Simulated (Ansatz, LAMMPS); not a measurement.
# Amorphous 31Ga2O3-69TiO2 (mol %) (116 atoms) under strain, part 2 of 5

How stiff is amorphous 31Ga2O3-69TiO2 (mol %) (116 atoms), and how do its levels respond to strain?

Ansatz 0.2.0; Kohn-Sham DFT, PBE, PAW (set soft_1), plane waves.

The cell: 20 Ga, 22 Ti and 74 O. The quench rate of 20 K/ps far exceeds what a furnace or splat quench reaches. The network of bonds at the start is that of the classical potential that made the cell. Only the Γ point is sampled.

So far. Step 2 (Single point at the start): The r.m.s. force at the start is 0.71 eV/Å.

## (3) Cell and atoms relaxed

Cell and atoms are freed together, to release stress as well as forces.

Input file input.yaml:

```yaml
crystal:
  lattice:
    - [11.02051, 0.0, 0.0]
    - [0.0, 11.02051, 0.0]
    - [0.0, 0.0, 11.02051]
  atoms:
    [... the 116 atom lines of step 2 ...]
kpoints:
  mp_grid: { grid: [1, 1, 1] }
hamiltonian:
  xc: pbe
  pseudopotentials: { kind: paw, azcp: { folder: soft_1 } }
scf:
  occupations: { method: fixed }
output:
  forces: true
relax:
  f_tol: 0.05
  max_steps: 150
  cell: {}
```

Run with:

```console
ansatz run input.yaml --threads 4 --pin off --max-ram 8192MiB --backend cpu --events-out ev --progress --plain --runs-dir out
```

Numbers of over 12 decimals in the logs are rounded to 6 here.

The log of the run:

```text
[...]
Crystal: 116 atoms, lattice volume = 1338.459 Å³
Basis set: ecut = 420 eV, 26145 PW (Γ), exchange–correlation on 150×150×150 points (8 copies of the dense FFT grid, shifted against one another)
Bands: 600, of which v1, the nominal top of the filled ones, is band 484 counted from 1 (483 counted from 0)
Symmetry: 1 space group operations
[...]
k-points: 1
[...]
SCF iter   1: F=—  HF=-172753.266102 eV  |F-HF|=—  |Δ(HF+E_count)|=         —  Δρ=9.23e-2  dr2=8.28e1  ethr=3.10e-3  ⟨swp⟩=3.0  Hψ=1561  notcnv=0  defer=108
[...]
SCF iter  16: F=—  HF=-172730.418507 eV  |F-HF|=—  |Δ(HF+E_count)|=   8.66e-8  Δρ=2.42e-6  dr2=1.02e-7  ethr=1.03e-11  ⟨swp⟩=4.0  Hψ=1579  notcnv=0
SCF iter  17: F=-172730.418507 eV  HF=-172730.418507 eV  |F-HF|=4.27e-8  |Δ(HF+E_count)|=   5.55e-8  Δρ=2.18e-6  dr2=6.73e-8  ethr=1.03e-11  ⟨swp⟩=4.0  Hψ=1573  notcnv=0
SCF 1 converged in 17 iterations: F = -172730.418507 eV  dr2 = 6.73e-8
[...]
relax step   1: F+E_penalty+E_count = -172730.41850716 eV  Δ(F+E_penalty+E_count) = +0.000e0 eV  max|allowed force component| = 2.130e0 eV/Å  Δτ_max = 0.0000 Å  P = +1.920 GPa  Ω = 1338.459 Å³  (17 SCF iters, dr2 threshold 1.00e-7 eV, accepted)
[... from here on, the SCF cycles and remarks between the steps are left out ...]
relax step   2: F+E_penalty+E_count = -172733.94416689 eV  Δ(F+E_penalty+E_count) = -3.526e0 eV  max|allowed force component| = 1.063e0 eV/Å  Δτ_max = 0.1263 Å  P = +0.075 GPa  Ω = 1341.244 Å³  energy of the carried Pulay correction = -7.153e-3 eV  (9 SCF iters, dr2 threshold 1.16e-5 eV, accepted)
relax step   3: F+E_penalty+E_count = -172735.51391058 eV  Δ(F+E_penalty+E_count) = -1.570e0 eV  max|allowed force component| = 5.838e-1 eV/Å  Δτ_max = 0.1170 Å  P = -0.081 GPa  Ω = 1342.533 Å³  energy of the carried Pulay correction = -1.046e-2 eV  (9 SCF iters, dr2 threshold 1.16e-5 eV, accepted)
relax step   4: F+E_penalty+E_count = -172736.46189183 eV  Δ(F+E_penalty+E_count) = -9.480e-1 eV  max|allowed force component| = 4.404e-1 eV/Å  Δτ_max = 0.2000 Å  P = -0.016 GPa  Ω = 1349.595 Å³  energy of the carried Pulay correction = -2.851e-2 eV  (9 SCF iters, dr2 threshold 1.16e-5 eV, accepted)
relax step   5: F+E_penalty+E_count = -172737.04164964 eV  Δ(F+E_penalty+E_count) = -5.798e-1 eV  max|allowed force component| = 3.806e-1 eV/Å  Δτ_max = 0.1925 Å  P = +0.033 GPa  Ω = 1359.592 Å³  energy of the carried Pulay correction = -5.390e-2 eV  (9 SCF iters, dr2 threshold 1.16e-5 eV, accepted)
relax step   6: F+E_penalty+E_count = -172737.60737615 eV  Δ(F+E_penalty+E_count) = -5.657e-1 eV  max|allowed force component| = 4.191e-1 eV/Å  Δτ_max = 0.2000 Å  P = +0.177 GPa  Ω = 1366.740 Å³  energy of the carried Pulay correction = -7.194e-2 eV  (10 SCF iters, dr2 threshold 9.05e-6 eV, accepted)
relax step   7: F+E_penalty+E_count = -172737.67669336 eV  Δ(F+E_penalty+E_count) = -6.932e-2 eV  max|allowed force component| = 5.122e-1 eV/Å  Δτ_max = 0.0987 Å  P = -0.056 GPa  Ω = 1373.321 Å³  energy of the carried Pulay correction = -8.846e-2 eV  (9 SCF iters, dr2 threshold 1.10e-5 eV, accepted)
relax step   8: F+E_penalty+E_count = -172737.75767623 eV  Δ(F+E_penalty+E_count) = -8.098e-2 eV  max|allowed force component| = 3.873e-1 eV/Å  Δτ_max = 0.2000 Å  P = +0.040 GPa  Ω = 1373.310 Å³  energy of the carried Pulay correction = -8.844e-2 eV  (9 SCF iters, dr2 threshold 1.16e-5 eV, accepted)
relax step   9: F+E_penalty+E_count = -172737.81470264 eV  Δ(F+E_penalty+E_count) = -5.703e-2 eV  max|allowed force component| = 3.022e-1 eV/Å  Δτ_max = 0.0373 Å  P = +0.025 GPa  Ω = 1373.715 Å³  energy of the carried Pulay correction = -8.945e-2 eV  (8 SCF iters, dr2 threshold 9.37e-6 eV, accepted)
relax step  10: F+E_penalty+E_count = -172737.85867584 eV  Δ(F+E_penalty+E_count) = -4.397e-2 eV  max|allowed force component| = 3.711e-1 eV/Å  Δτ_max = 0.2000 Å  P = -0.072 GPa  Ω = 1378.017 Å³  energy of the carried Pulay correction = -1.002e-1 eV  (10 SCF iters, dr2 threshold 5.71e-6 eV, accepted)
relax step  11: F+E_penalty+E_count = -172737.90500602 eV  Δ(F+E_penalty+E_count) = -4.633e-2 eV  max|allowed force component| = 1.537e-1 eV/Å  Δτ_max = 0.0544 Å  P = +0.044 GPa  Ω = 1375.822 Å³  energy of the carried Pulay correction = -9.472e-2 eV  (8 SCF iters, dr2 threshold 8.61e-6 eV, accepted)
relax step  12: F+E_penalty+E_count = -172737.90678749 eV  Δ(F+E_penalty+E_count) = -1.781e-3 eV  max|allowed force component| = 3.731e-1 eV/Å  Δτ_max = 0.2000 Å  P = -0.125 GPa  Ω = 1377.296 Å³  energy of the carried Pulay correction = -9.841e-2 eV  (10 SCF iters, dr2 threshold 1.48e-6 eV, accepted)
relax step  13: F+E_penalty+E_count = -172737.95515712 eV  Δ(F+E_penalty+E_count) = -4.837e-2 eV  max|allowed force component| = 9.810e-2 eV/Å  Δτ_max = 0.0634 Å  P = -0.003 GPa  Ω = 1376.521 Å³  energy of the carried Pulay correction = -9.647e-2 eV  (8 SCF iters, dr2 threshold 8.70e-6 eV, accepted)
[...]
relax step  22: F+E_penalty+E_count = -172738.24394043 eV  Δ(F+E_penalty+E_count) = -3.367e-2 eV  max|allowed force component| = 1.766e-1 eV/Å  Δτ_max = 0.0567 Å  P = +0.062 GPa  Ω = 1378.317 Å³  energy of the carried Pulay correction = -1.010e-1 eV  (9 SCF iters, dr2 threshold 3.01e-6 eV, accepted)
relax step  23: F+E_penalty+E_count = -172738.24820127 eV  Δ(F+E_penalty+E_count) = -4.261e-3 eV  max|allowed force component| = 2.497e-1 eV/Å  Δτ_max = 0.2000 Å  P = -0.077 GPa  Ω = 1383.893 Å³  energy of the carried Pulay correction = -1.148e-1 eV  (10 SCF iters, dr2 threshold 1.95e-6 eV, accepted)
relax step  24: F+E_penalty+E_count = -172738.30910759 eV  Δ(F+E_penalty+E_count) = -6.091e-2 eV  max|allowed force component| = 2.581e-1 eV/Å  Δτ_max = 0.0987 Å  P = -0.008 GPa  Ω = 1380.904 Å³  energy of the carried Pulay correction = -1.074e-1 eV  (9 SCF iters, dr2 threshold 3.90e-6 eV, accepted)
relax step  25: F+E_penalty+E_count = -172738.06139052 eV  Δ(F+E_penalty+E_count) = +2.477e-1 eV  max|allowed force component| = 6.067e-1 eV/Å  Δτ_max = 0.2000 Å  P = -0.143 GPa  Ω = 1381.207 Å³  energy of the carried Pulay correction = -1.082e-1 eV  (10 SCF iters, dr2 threshold 4.16e-6 eV, rejected (line search))
relax step  26: F+E_penalty+E_count = -172738.31054353 eV  Δ(F+E_penalty+E_count) = -1.436e-3 eV  max|allowed force component| = 4.611e-1 eV/Å  Δτ_max = 0.0776 Å  P = +0.100 GPa  Ω = 1380.558 Å³  energy of the carried Pulay correction = -1.065e-1 eV  (17 SCF iters, accepted)
relax step  27: F+E_penalty+E_count = -172738.32539521 eV  Δ(F+E_penalty+E_count) = -1.485e-2 eV  max|allowed force component| = 1.832e-1 eV/Å  Δτ_max = 0.1000 Å  P = -0.013 GPa  Ω = 1381.345 Å³  energy of the carried Pulay correction = -1.085e-1 eV  (8 SCF iters, dr2 threshold 1.16e-5 eV, accepted)
relax step  28: F+E_penalty+E_count = -172738.34379444 eV  Δ(F+E_penalty+E_count) = -1.840e-2 eV  max|allowed force component| = 9.229e-2 eV/Å  Δτ_max = 0.0466 Å  P = -0.023 GPa  Ω = 1381.557 Å³  energy of the carried Pulay correction = -1.090e-1 eV  (9 SCF iters, dr2 threshold 2.10e-6 eV, accepted)
relax step  29: F+E_penalty+E_count = -172738.34850941 eV  Δ(F+E_penalty+E_count) = -4.715e-3 eV  max|allowed force component| = 4.896e-2 eV/Å  Δτ_max = 0.0151 Å  P = +0.015 GPa  Ω = 1381.055 Å³  energy of the carried Pulay correction = -1.078e-1 eV  (9 SCF iters, dr2 threshold 5.32e-7 eV, accepted)
relax step  30: F+E_penalty+E_count = -172738.56919781 eV  Δ(F+E_penalty+E_count) = -2.207e-1 eV  max|allowed force component| = 4.807e-2 eV/Å  Δτ_max = 0.0000 Å  P = +0.271 GPa  Ω = 1381.055 Å³  stress off target by 5.35e-1 GPa  SCF on the basis re-selected at this cell (its energy is not comparable with the rows above)  (10 SCF iters)
relax step  31: F+E_penalty+E_count = -172738.43215598 eV  Δ(F+E_penalty+E_count) = +1.370e-1 eV  max|allowed force component| = 3.429e-1 eV/Å  Δτ_max = 0.2000 Å  P = +0.039 GPa  Ω = 1388.317 Å³  energy of the carried Pulay correction = -1.902e-2 eV  (11 SCF iters, dr2 threshold 7.14e-7 eV, rejected (line search))
relax step  32: F+E_penalty+E_count = -172738.56542192 eV  Δ(F+E_penalty+E_count) = +3.776e-3 eV  max|allowed force component| = 4.353e-2 eV/Å  Δτ_max = 0.0344 Å  P = -0.192 GPa  Ω = 1386.487 Å³  energy of the carried Pulay correction = -1.403e-2 eV  (16 SCF iters, accepted)
relax step  33: F+E_penalty+E_count = -172738.52697467 eV  Δ(F+E_penalty+E_count) = +3.845e-2 eV  max|allowed force component| = 2.847e-1 eV/Å  Δτ_max = 0.1000 Å  P = +0.052 GPa  Ω = 1387.123 Å³  energy of the carried Pulay correction = -1.590e-2 eV  (12 SCF iters, dr2 threshold 1.07e-7 eV, rejected (line search))
relax step  34: F+E_penalty+E_count = -172738.57191073 eV  Δ(F+E_penalty+E_count) = -6.489e-3 eV  max|allowed force component| = 2.110e-2 eV/Å  Δτ_max = 0.0210 Å  P = +0.038 GPa  Ω = 1385.237 Å³  energy of the carried Pulay correction = -1.091e-2 eV  (15 SCF iters, accepted)
relax step  35: F+E_penalty+E_count = -172738.57154805 eV  Δ(F+E_penalty+E_count) = +3.627e-4 eV  max|allowed force component| = 2.082e-2 eV/Å  Δτ_max = 0.0031 Å  P = -0.001 GPa  Ω = 1385.532 Å³  energy of the carried Pulay correction = -1.166e-2 eV  (9 SCF iters, dr2 threshold 7.58e-9 eV, accepted)
relax step  36: F+E_penalty+E_count = -172738.58534303 eV  Δ(F+E_penalty+E_count) = -1.379e-2 eV  max|allowed force component| = 2.078e-2 eV/Å  Δτ_max = 0.0000 Å  P = +0.002 GPa  Ω = 1385.532 Å³  stress off target by 3.18e-2 GPa  SCF on the basis re-selected at this cell (its energy is not comparable with the rows above)  (6 SCF iters)
[...]
SCF converged after 6 iterations
Free energy (F): -172738.585343 eV
[...]
Internal energy: -172738.585343 eV  (E = F + TS)
E sigma→0 (E₀):  -172738.585343 eV
Fermi energy:    6.729346 eV
[...]
Σ components = -172738.585343   (vs F -172738.585343, Δ=0.00e0)
--- Forces (eV/Å), atoms counted from 1 ---
  atom   1  Ga     0.00112041    -0.00552497    -0.00434413
  atom   2  Ga     0.00158040     0.00148204    -0.00449883
  atom   3  Ga     0.00045314    -0.00119263    -0.00469317
  atom   4  Ga     0.00254662    -0.00121136     0.00355567
[...]
atom 116  O      0.00083325     0.00130171     0.00123381
  max |Σ_I F_I| component: 7.29e-6 eV/Å
--- Stress (GPa, compression-positive) ---
        0.022371       0.006383       0.016987
        0.006383      -0.017727      -0.013176
        0.016987      -0.013176       0.001338
  P = ⅓ Tr σ = 0.0020 GPa (0.020 kbar)
--- Relaxed structure (34 steps of the walk, 30 accepted, 2 SCFs on fresh bases) ---
  F+E_penalty+E_count = -172738.58534303 eV   max|allowed force component| = 2.078e-2 eV/Å   (the final SCF, on the basis selected at the relaxed cell)
  cell:  # Å, volume = 1385.5321 Å³
    - [11.420645, 0.098751, 0.196328]
    - [0.098751, 10.869275, -0.290443]
    - [0.196328, -0.290443, 11.173677]
  atoms:
    - { symbol: Ga, position: [0.770795, 0.806986, 0.497711] }
    - { symbol: Ga, position: [0.600141, 0.323935, 0.232338] }
    - { symbol: Ga, position: [0.376665, 0.222349, 0.091982] }
    - { symbol: Ga, position: [0.065760, 0.804173, 0.537789] }
[...]
- { symbol: O, position: [0.549725, 0.950416, 0.333284] }
```

Elapsed: 9.8 min, on 4 threads of AMD EPYC 9R14 (Zen 4), shared host; peak memory 2.4 GiB.

The relaxation converged after 34 steps, with a largest force component of 0.021 eV/Å.

(Part 2 of 5 ends here.)

[Logs are printed without paths, hosts, clocks, repeated set-up lines and the standing remarks that a program may print on its own settings, such as how far it seeks lower states.]

[Hosts, paths, dates, database ids (printed as entryN), source tags and the programs' standing remarks are cut or masked in the printed files.]
